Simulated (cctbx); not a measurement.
# Symmetry from intensities

Cell: a = 9.8500 Å, b = 19.7880 Å, c = 8.4390 Å, α = 90.00°, β = 90.00°, γ = 90.00°. Expected content of the cell: Hg16 Cs4 Zn12 K16.

The data are simulated with cctbx, not measured: Cu Kα, λ = 1.54184 Å, to d = 0.83 Å, 80 % of the full sphere, strongest reflection 70000 counts, noise from counting, a 3 % proportional error and a noise floor of 15 counts (s.d.); no absorption.

Tests on the unmerged data give:

```text
9657 reflections to d = 0.830 A
centring   violations  <I/sigma> of those
    A       3801 of  4814     16.5
    B       3810 of  4829     16.7
    C       3741 of  4821     16.5
    I       3723 of  4814     16.4
    R       5105 of  6452     16.7
    F       5676 of  7232     16.6
Laue class    unique    Rint  (classes that these axes allow; Friedel mates merged)
P -1             5788   0.022
P 1 2/m 1        3108   0.025
P 1 1 2/m        3219   0.025
P 2/m 1 1        3186   0.025
P m m m          1767   0.027
space group    extra absences  I>4sigma  <I/sigma>
P 2 2 2                 0          0         -  acentric
P 2 2 21               10          0      -0.3  acentric
P 2 21 2               18          0       0.1  acentric
P 2 21 21              28          0      -0.0  acentric
P m m 2                 0          0         -  acentric
P 2 m m                 0          0         -  acentric
P m 2 m                 0          0         -  acentric
P m c 21              159          0      -0.1  acentric
P b 21 m              303          0       0.1  acentric
P b m 2               303          0       0.1  acentric
P 2 c m               159          0      -0.1  acentric
P b c 21              462          0       0.0  acentric
P m m m                 0          0         -  centric
P b m m               303          0       0.1  centric
P m c m               159          0      -0.1  centric
P b c m               462          0       0.0  centric
Wilson B = 0.59 A^2   <|E^2-1|> = 0.944 (0.968 centric, 0.736 acentric)   E^2>4: 3.7 %
shell (A)         n   <I/sigma>
19.79 - 1.66    253     33.8
 1.66 - 1.32    230     38.6
 1.32 - 1.15    222     35.8
 1.15 - 1.05    212     33.9
 1.05 - 0.97    215     34.4
 0.97 - 0.91    215     34.8
 0.91 - 0.87    209     35.2
 0.87 - 0.83    211     35.6
```

Q: Read the symmetry from these tables.

Every centring test has many violations, so the lattice is primitive.

Rint stays low (0.022 to 0.027) up to P m m m, the highest class in these axes.

16 settings pass the absence test. The most absences obeyed, 462, belong to P b c 21 and P b c m, which absences can't tell apart.

⟨|E²−1|⟩ = 0.944 leans to a centrosymmetric structure. The Wilson B of 0.59 Å² means U ≈ 0.0075 Å².

The true group is Pbcm (no. 57), Laue class mmm, centrosymmetric. The tables only narrow the choice to the tied entries; cell content, site symmetry and trial solutions must settle it.

This is a model crystal, built by substitution and not relaxed, with assumed displacement parameters.

[Logs are printed without paths, hosts, clocks, repeated set-up lines and the standing remarks that a program may print on its own settings, such as how far it seeks lower states.]
